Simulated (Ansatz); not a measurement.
# LiCl (Fm-3m): the PBE gap against the wavefunction cutoff

How far can the wavefunction cutoff be lowered for the gap of LiCl (Fm-3m)?

Method: DFT, PBE, plane waves, PAW; PAW set soft_1, in Ansatz 0.2.0.

## (1) Set-up

It takes space group Fm-3m (No. 225, cubic). The conventional cell has a = 5.143 Å, b = 5.143 Å, c = 5.143 Å, α = 90.00°, β = 90.00°, γ = 90.00°. Li has 6 Cl at 2.57 Å nearest. Cl has 6 Li at 2.57 Å nearest. Farther neighbours and most contacts between anions are not listed.

The cell and positions come from the Crystallography Open Database and are kept as given unless a step says otherwise.

## (2) Wavefunction cutoff: 190 eV

Input file input.yaml:

```yaml
crystal:
  lattice:
    - [0.0, 2.5715, 2.5715]
    - [2.5715, 0.0, 2.5715]
    - [2.5715, 2.5715, 0.0]
  atoms:
    - { symbol: Li, position: [0.0, 0.0, 0.0] }
    - { symbol: Cl, position: [0.5, 0.5, 0.5] }
kpoints:
  mp_grid: { grid: [8, 8, 8] }
  band_path:
    path:
      - [0.0, 0.0, 0.0]
      - [0.5, 0.0, 0.5]
      - [0.625, 0.25, 0.625]
      - [0.375, 0.375, 0.75]
      - [0.5, 0.5, 0.5]
      - [0.5, 0.25, 0.75]
      - [0.075, 0.075, 0.15]
    npoints: 1
hamiltonian:
  xc: pbe
  pseudopotentials: { kind: paw, azcp: { folder: soft_1 } }
scf:
  occupations: { method: fermi_dirac, width: 0.02 }
  n_extra_bands: 4
  max_iter: 80
output:
  eigenvalues: true
basis:
  ecutwfc: 190.0
```

Started as:

```bash
$ ansatz run input.yaml --threads 24 --pin off --max-ram 82944MiB --backend cuda --events-out ev --progress --plain --runs-dir out --devices 1 --max-vram 78GiB
```

Numbers of over 12 decimals in the logs are rounded to 6 here.

Output:

```text
Warning: basis.ecutwfc = 190 eV is below the records' recommended 420 eV, and the density's cutoff is lower with it unless basis.ecutrho_ratio is high enough to keep the records' density cutoff: compare with a run at a higher cutoff
scf.n_extra_bands = 4 over 5 filled bands (N_el = 10.0): the run solves 9 bands
GPUs: using 1 of 1 available (devices: 1).
Engine: ansatz 0.2.0, aarch64-unknown-linux-gnu
Pseudopotentials: kind: paw
Pseudopotential: Li, paw, valence charge 3, recommended cutoff 420 eV (normal), soft_1/Li.paw.azcp
Pseudopotential: Cl, paw, valence charge 7, recommended cutoff 420 eV (normal), soft_1/Cl.paw.azcp
Functional definition: PBE
  parameter kappa = 0.804
  parameter beta = 0.066725
  exchange = pbe_x(kappa = kappa, mu = beta*pi^2/3)
  correlation = pbe_c(beta = beta)
device memory: the entry about to start is reckoned to put 0.5 GiB on a device that reports 182.5 GiB free (of which the cap on the GPU budget leaves the run 78.0 GiB)
GPU FFT provider: cuFFT
GPU libraries: cuBLAS 13.8.1, cuFFT 12.4.0, cuSOLVER 12.3.2
GPU matrix products: emulated (plane waves: as basis.precision tells), large ones in fixed point in workspaces of 1.00 GiB
Crystal: 2 atoms, lattice volume = 34.009 Å³
Basis set: ecut = 190 eV, 181 PW (Γ)
Bands: 9, of which v1, the nominal top of the filled ones, is band 5 counted from 1 (4 counted from 0)
Symmetry: 48 space group operations
Space group: Fm-3m (ITA 225), of the structure as read, at distance tolerance 3.2e-5 Å
k-points: 29 of 512
Non-local potential: Li, projectors of the file, l = 0: 3, l = 1: 2, l = 2: 1
Non-local potential: Cl, projectors of the file, l = 0: 2, l = 1: 2, l = 2: 1
PAW form: soft (Blöchl's): semilocal exchange-correlation on the pseudo side does not see the compensation charge
PAW one-centre angular grid: Li, 110 points (default); XC on 96 Gauss nodes
PAW one-centre angular grid: Cl, 110 points (default); XC on 64 Gauss nodes
Initial density: superposition of atomic densities (chi_scale 0.1, normalization cell, long waves kept (reshape's long-wave potential 0.00 eV rms))
Initial wavefunctions: pseudopotential atomic-orbital guess
GPU buffer pool allocated for 5832 grid points (all kernels)
GPU transforms: local potential and band sums: pruned to the plane-wave sphere, on 18×18×18
Functional: x = pbe(κ = 0.804, μ = 0.219515), c = pbe(β = 0.066725)
SCF iter   1: F=—  HF=-1287.398572 eV  |F-HF|=—  |Δ(HF+E_count)|=         —  Δρ=2.92e-2  dr2=2.00e-1  ethr=3.10e-3  ⟨swp⟩=4.8  Hψ=1913  notcnv=0
preconditioner: auto → none  [insulator: Δε(μ)=5.993 eV  Ē_g=13.860 eV  σ=0.020 eV  W_gap=1.00  n_scr=8 (ndim 8)  ℏωp=18.0 eV  f_vac=0.000  D(μ)=0.00/eV (n_scr^D=0)  ε∞_Penn≈2.7]
SCF iter   2: F=—  HF=-1287.400273 eV  |F-HF|=—  |Δ(HF+E_count)|=   1.70e-3  Δρ=1.41e-2  dr2=4.42e-2  ethr=2.00e-3  ⟨swp⟩=2.0  Hψ=609  notcnv=0
SCF iter   3: F=—  HF=-1287.406003 eV  |F-HF|=—  |Δ(HF+E_count)|=   5.73e-3  Δρ=3.27e-3  dr2=3.27e-3  ethr=4.42e-4  ⟨swp⟩=3.0  Hψ=493  notcnv=0
SCF iter   4: F=—  HF=-1287.405309 eV  |F-HF|=—  |Δ(HF+E_count)|=   6.94e-4  Δρ=3.44e-4  dr2=3.04e-5  ethr=3.27e-5  ⟨swp⟩=2.3  Hψ=467  notcnv=0
SCF iter   5: F=—  HF=-1287.405397 eV  |F-HF|=—  |Δ(HF+E_count)|=   8.82e-5  Δρ=3.08e-5  dr2=4.79e-7  ethr=3.04e-7  ⟨swp⟩=2.1  Hψ=366  notcnv=0
SCF iter   6: F=-1287.405397 eV  HF=-1287.405397 eV  |F-HF|=2.48e-9  |Δ(HF+E_count)|=   2.40e-7  Δρ=2.49e-6  dr2=1.42e-9  ethr=1.00e-9  ⟨swp⟩=3.2  Hψ=1282  notcnv=0
SCF 1 converged in 6 iterations: F = -1287.405397 eV  dr2 = 1.42e-9
[...]
device memory: the entry about to start is reckoned to put 1.3 GiB on a device that reports 182.5 GiB free (of which the cap on the GPU budget leaves the run 78.0 GiB)
NSCF: frozen V_eff on 7 k-points
SCF converged after 6 iterations
Free energy (F): -1287.405397 eV
Harris-Foulkes:  -1287.405397 eV  (|F-HF|=2.48e-9)
Internal energy: -1287.405397 eV  (E = F + TS)
E sigma→0 (E₀):  -1287.405397 eV
Fermi energy:    4.879262 eV
--- Per-component energies (eV) ---
  E_band       = -104.741161
  E_kinetic    = 169.878262
  E_local      = -328.627990  (includes V_loc(G=0)·N_el)
  E_nonlocal   = 12.233727
  E_hartree    = 96.512631
  E_xc         = -117.262508
  E_vxc        = -129.202949  (∫ρ·V_xc dr)
  E_paw        = -683.804928  (= ΣΔE_a)
  E_vpaw       = -22.056852  (= ΣTr[D̂ρ^β])
  E_aug_tail   = 0.009639  (compensation charges beyond the density's cutoff)
  E_ewald      = -436.344230
  E_smearing   = -0.000000  (= −TS)
  E_closure    = 0.000000  (closes the sum)
  Σ components = -1287.405397   (vs F -1287.405397, Δ=0.00e0)
--- Band table (eV; the first three rows and the last of 29) ---
  k-point 0: bands = ["-42.2519", "-11.7755", "1.6610", "1.6610", "1.6610", "8.0545", "13.6964", "13.6964", "13.6964"]
  k-point 1: bands = ["-42.2717", "-11.7016", "1.1320", "1.6141", "1.6141", "8.4433", "12.8809", "13.5571", "13.5571"]
  k-point 2: bands = ["-42.2916", "-11.5143", "0.0730", "1.5149", "1.5149", "8.8533", "12.3866", "12.3866", "12.6867"]
  k-point 28: bands = ["-42.3099", "-10.9908", "-0.4659", "-0.4659", "0.5981", "11.3265", "11.7901", "12.0784", "12.0784"]
```

The job ended after 1 s (1 × NVIDIA GB200 (shared by 2 runs) with 24 threads of Arm Neoverse V2, shared host; peak memory 0.97 GiB).

Reading the cycles: dr2 is the Hartree energy of the density residual (eV), the measure of convergence; HF is the Harris–Foulkes estimate of the energy, which meets the free energy F at convergence.

This step gave:

* gap: 6.393 eV
* valence top at: k = (0.075, 0.075, 0.150)
* conduction bottom at: Γ
* least direct gap: 6.394 eV

The gap is indirect, with the least direct gap 0.001 eV higher.

## (3) Wavefunction cutoff: 290 eV

Edit input.yaml of step 2 so:

```diff
@@ -24,3 +24,3 @@
 scf:
-  occupations: { method: fermi_dirac, width: 0.02 }
+  occupations: { method: fixed }
   n_extra_bands: 4
@@ -30,2 +30,2 @@
 basis:
-  ecutwfc: 190.0
+  ecutwfc: 290.0
```

Output:

```text
[...]
GPUs: using 1 of 1 available (devices: 1).
[...]
GPU FFT provider: cuFFT
GPU libraries: cuBLAS 13.8.1, cuFFT 12.4.0, cuSOLVER 12.3.2
[...]
Crystal: 2 atoms, lattice volume = 34.009 Å³
Basis set: ecut = 290 eV, 339 PW (Γ)
Bands: 9, of which v1, the nominal top of the filled ones, is band 5 counted from 1 (4 counted from 0)
[... 1 set-up line as in the run before ...]
[...]
SCF 1 converged in 6 iterations: F = -1287.829665 eV  dr2 = 6.69e-9
[...]
NSCF: frozen V_eff on 7 k-points
SCF converged after 6 iterations
Free energy (F): -1287.829665 eV
[...]
Internal energy: -1287.829665 eV  (E = F + TS)
E sigma→0 (E₀):  -1287.829665 eV
Fermi energy:    1.617792 eV
[...]
--- Band table (eV; the first three rows and the last of 29) ---
[...]
```

Elapsed: 0.92 s, on 1 × NVIDIA GB200 (shared by 2 runs) with 24 threads; peak memory 0.95 GiB; 1.4 s of CPU time.

This step gave:

```
gap                  : 6.294 eV
valence top at       : k = (0.075, 0.075, 0.150)
conduction bottom at : Γ
least direct gap     : 6.297 eV
```

The gap is 6.294 eV, −0.099 eV from the run before at this level.

## (4) Wavefunction cutoff: 420 eV (the default)

input.yaml, the sections that differ from step 3:

```yaml
kpoints:
  mp_grid: { grid: [8, 8, 8] }
  band_path:
    path:
      - [[0.0, 0.0, 0.0], [0.5, 0.0, 0.5], [0.625, 0.25, 0.625]]
      - [[0.375, 0.375, 0.75], [0.0, 0.0, 0.0], [0.5, 0.5, 0.5], [0.5, 0.25, 0.75], [0.5, 0.0, 0.5]]
    npoints: 10
scf:
  occupations: { method: fermi_dirac, width: 0.02 }
  n_extra_bands: 4
# crystal, hamiltonian, output: as in step 3
# basis: removed
```

Output:

```text
[...]
GPUs: using 1 of 1 available (devices: 1).
[...]
GPU FFT provider: cuFFT
GPU libraries: cuBLAS 13.8.1, cuFFT 12.4.0, cuSOLVER 12.3.2
[...]
Crystal: 2 atoms, lattice volume = 34.009 Å³
Basis set: ecut = 420 eV, 645 PW (Γ)
Bands: 9, of which v1, the nominal top of the filled ones, is band 5 counted from 1 (4 counted from 0)
[... 1 set-up line as in the run before ...]
[...]
SCF 1 converged in 6 iterations: F = -1287.835171 eV  dr2 = 1.38e-8
[...]
NSCF: frozen V_eff on 62 k-points, pencils in batches of 32, up to order 44
SCF converged after 6 iterations
Free energy (F): -1287.835171 eV
[...]
Internal energy: -1287.835171 eV  (E = F + TS)
E sigma→0 (E₀):  -1287.835171 eV
Fermi energy:    4.786985 eV
[...]
--- Band table (eV; the first three rows and the last of 29) ---
[...]
```

The job ended after 0.92 s (1 × NVIDIA GB200 (shared by 2 runs) with 24 threads; peak memory 0.97 GiB; 1.7 s of CPU time).

This step gave:

* gap: 6.284 eV
* valence top at: k = (0.075, 0.075, 0.150)
* conduction bottom at: Γ
* least direct gap: 6.287 eV

The gap is 6.284 eV, −0.010 eV from the run before at this level.

## (5) Wavefunction cutoff: 630 eV

input.yaml, the sections that differ from step 4:

```yaml
kpoints:
  mp_grid: { grid: [8, 8, 8] }
  band_path:
    path:
      - [0.0, 0.0, 0.0]
      - [0.5, 0.0, 0.5]
      - [0.625, 0.25, 0.625]
      - [0.375, 0.375, 0.75]
      - [0.5, 0.5, 0.5]
      - [0.5, 0.25, 0.75]
      - [0.075, 0.075, 0.15]
    npoints: 1
scf:
  occupations: { method: fixed }
  n_extra_bands: 4
  max_iter: 80
basis:
  ecutwfc: 630.0
# crystal, hamiltonian, output: as in step 4
```

Output:

```text
[...]
GPUs: using 1 of 1 available (devices: 1).
[...]
GPU FFT provider: cuFFT
GPU libraries: cuBLAS 13.8.1, cuFFT 12.4.0, cuSOLVER 12.3.2
[...]
Crystal: 2 atoms, lattice volume = 34.009 Å³
Basis set: ecut = 630 eV, 1243 PW (Γ)
Bands: 9, of which v1, the nominal top of the filled ones, is band 5 counted from 1 (4 counted from 0)
[... 1 set-up line as in the run before ...]
[...]
SCF 1 converged in 6 iterations: F = -1287.835438 eV  dr2 = 1.29e-8
[...]
SCF converged after 6 iterations
Free energy (F): -1287.835438 eV
[...]
Internal energy: -1287.835438 eV  (E = F + TS)
E sigma→0 (E₀):  -1287.835438 eV
Fermi energy:    1.618031 eV
[...]
--- Band table (eV; the first three rows and the last of 29) ---
[...]
```

Run time: 1.2 s. Hardware: 1 × NVIDIA GB200 (shared by 2 runs) with 24 threads; peak memory 0.97 GiB; 1.7 s of CPU time.

This step gave:

| Item | Value |
| --- | --- |
| gap | 6.284 eV |
| valence top at | k = (0.075, 0.075, 0.150) |
| conduction bottom at | Γ |
| least direct gap | 6.287 eV |

The gap is 6.284 eV, as in the run before at this level.

## (6) The series

Differences are against the last row; a negative gap means that bands overlap, and a run with a band path holds that path's time. Times are wall times on 1 × NVIDIA GB200 (shared by 2 runs) with 24 threads of Arm Neoverse V2, shared host, good to a factor of about two.

```tsv
wavefunction cutoff	gap (eV)	direct gap (eV)	gap error (eV)	energy error (meV/atom)	irreducible k	time
190 eV	6.393	6.394	+0.109	+215.0	29	1 s
290 eV	6.294	6.297	+0.010	+2.9	29	0.92 s
420 eV	6.284	6.287	+0.0001	+0.1	29	0.92 s
630 eV	6.284	6.287	+0.000	+0.0	29	1.2 s
```

## (7) Outcome

| Item | Value |
| --- | --- |
| 190 eV | 6.393 eV |
| 290 eV | 6.294 eV |
| 420 eV | 6.284 eV |
| 630 eV | 6.284 eV |

What this shows: The gap holds to 0.02 eV from 290 eV on. At 190 eV the gap is off by +0.109 eV and the energy by +215 meV/atom.

[Paths, hosts, dates, memory and timing lines, banners, echoed tables and standing remarks are left out of the program output.]

[Logs are printed without paths, hosts, clocks, repeated set-up lines and the standing remarks that a program may print on its own settings, such as how far it seeks lower states.]

[Runs of the session that timed out or met a known fault of the program may be left out.]

[Cells called generated may have been cut or substituted from an entry of the Crystallography Open Database or the Materials Project.]

[Hosts, paths, dates, database ids (printed as entryN), source tags and the programs' standing remarks are cut or masked in the printed files.]
